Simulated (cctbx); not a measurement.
# Interatomic vectors of YbPbAu

Space group P6_3mc (no. 186), a = 4.7300 Å, b = 4.7300 Å, c = 8.4640 Å, α = 90.00°, β = 90.00°, γ = 120.00°, content Pb2 Au2 Yb2.

The data are simulated with cctbx, not measured: Cu Kα, λ = 1.54184 Å, to d = 0.8 Å, 95 % of the full sphere, strongest reflection 5000 counts, noise from counting, a 3 % proportional error and a noise floor of 4 counts (s.d.); no absorption, some extinction.

Patterson synthesis from sharpened amplitudes, origin scaled to 1000:

```text
Patterson group P 6/m m m
      u       v       w   height  length (A)
  0.000   0.000   0.000   1000.0     0.00
  0.000   0.000   0.500    643.5     4.23
  0.333   0.667   0.251    445.3     3.46
  0.333   0.667   0.500    414.5     5.04
  0.333   0.667   0.000    240.5     2.73
  0.000   0.236   0.500     56.6     4.38
  0.000   0.237   0.000     52.0     1.12
  0.000   0.000   0.132     33.9     1.12
  0.125   0.250   0.067     32.0     1.17
  0.095   0.457   0.460     30.0     4.37
  0.107   0.458   0.000     29.1     1.96
  0.000   0.188   0.089     29.0     1.16
  0.083   0.167   0.111     25.7     1.16
  0.277   0.553   0.376     24.6     4.37
```

Q: Assign the vectors.

A peak at u stands for all pairs with xi − xj = u, with weight Σ ZiZj against Σ Z² = 35730 at the origin. Peak heights follow these weights only roughly, since form factors, motion and series ripples differ, all vectors within 0.55 Å of a peak are counted as merged into it though the farther ones add only part of their weight, and F(000) is left out, which lowers the whole map:

| u | v | w | shortest length (Å) | height | 1000 ΣZiZj/ΣZ² | pairs in the cell |
| --- | --- | --- | --- | --- | --- | --- |
| 0.000 | 0.000 | 0.500 | 4.23 | 644 | 999 | 4 × Pb–Au, 2 × Yb–Yb |
| 0.333 | 0.667 | 0.251 | 3.46 | 445 | 631 | 2 × Pb–Yb, 2 × Au–Yb |
| 0.333 | 0.667 | 0.500 | 5.04 | 414 | 363 | 1 × Pb–Pb, 1 × Au–Au |
| 0.333 | 0.667 | 0.000 | 2.73 | 240 | 363 | 2 × Pb–Au |
| 0.000 | 0.236 | 0.500 | 4.38 | 57 | 0 | none within 0.55 Å |
| 0.000 | 0.237 | 0.000 | 1.12 | 52 | 0 | none within 0.55 Å |

The table stops at ten peaks or at a height of 45, below which ripples compete. In the model behind the data Pb, the heaviest element, has 1 independent site: (1/3, 2/3, 0.4728), up to an allowed shift of origin; the Pb–Pb vectors are differences of these positions and their symmetry mates. Elements of similar Z can't be told apart from the map alone. The whole model:

| atom | mult. | x | y | z | Ueq (Å²) |
| --- | --- | --- | --- | --- | --- |
| Pb1 | 2 | 1/3 | 2/3 | 0.4728 | 0.0099 |
| Au1 | 2 | 1/3 | 2/3 | 0.0072 | 0.0072 |
| Yb1 | 2 | 0 | 0 | 0.2399 | 0.0183 |

The model was made for the exercise: a known structure type with other elements put in, its volume estimated, not relaxed; displacement parameters are assumed.

[Logs are printed without paths, hosts, clocks, repeated set-up lines and the standing remarks that a program may print on its own settings, such as how far it seeks lower states.]
